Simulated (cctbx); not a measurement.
# Absolute structure of Co5Te7W2

Space group C2 (no. 5), a = 13.3220 Å, b = 5.9640 Å, c = 9.4410 Å, α = 90.00°, β = 99.24°, γ = 90.00°.

```
atom  mult.       x       y       z  Ueq (Å²)
  W1      4  0.9225  0.2249  0.7819    0.0024
 Te1      4  0.7745  0.9668  0.8595    0.0029
 Te2      4  0.5786  0.4672  0.7049    0.0039
 Te3      4  0.8514  0.4917  0.5588    0.0050
 Te4      2       0  0.5085       0    0.0041
 Co1      4  0.7175  0.7308  0.6409    0.0057
 Co2      4  0.6409  0.2461  0.9223    0.0056
 Co3      2       0  0.7433     1/2    0.0055
```

The model was made for the exercise: a known structure type with other elements put in, its volume estimated, not relaxed; displacement parameters are assumed.

Data sets are simulated with cctbx and refined with Bijvoet mates kept apart; Flack x is then fitted as the share of an inverted twin with the atoms fixed, Hooft y from the Bijvoet differences. The group has rotations alone, so the crystal has a hand.

Untwinned crystal. What Flack and Hooft values should come out?

```
  λ (Å)  extinction (unmodelled)  d min (Å)  top counts  error (%)     model      R1  Flack x   s.u.  Hooft y   s.u.  pairs
0.71073                        0       0.77        5000          2  as given  0.0304   -0.019  0.015   -0.017  0.013    766
0.71073                        0       0.77        5000          2  inverted  0.0719    1.019  0.015    1.031  0.014    766
1.54184                        0       0.83       40000          3  as given  0.0154   -0.003  0.005   -0.002  0.006    603
```

With Mo Kα, x is within 3 s.u. of 0, so the hand is right. With Cu Kα, x is within 3 s.u. of 0, so the hand is right. Inverting the model turns x into about 1 − x.

A further crystal gives:

| λ (Å) | extinction (unmodelled) | d min (Å) | top counts | error (%) | model | R1 | Flack x | s.u. | Hooft y | s.u. | pairs |
| --- | --- | --- | --- | --- | --- | --- | --- | --- | --- | --- | --- |
| 0.7749 | 0 | 0.7 | 70000 | 2 | as given | 0.0689 | 0.786 | 0.005 | 0.822 | 0.003 | 1013 |

**Question.** What is it?

It was simulated as an inversion twin with a fraction 0.8 of the inverted domain. Flack x is over 3 s.u. from both 0 and 1 and reads that fraction.

[Logs are printed without paths, hosts, clocks, repeated set-up lines and the standing remarks that a program may print on its own settings, such as how far it seeks lower states.]
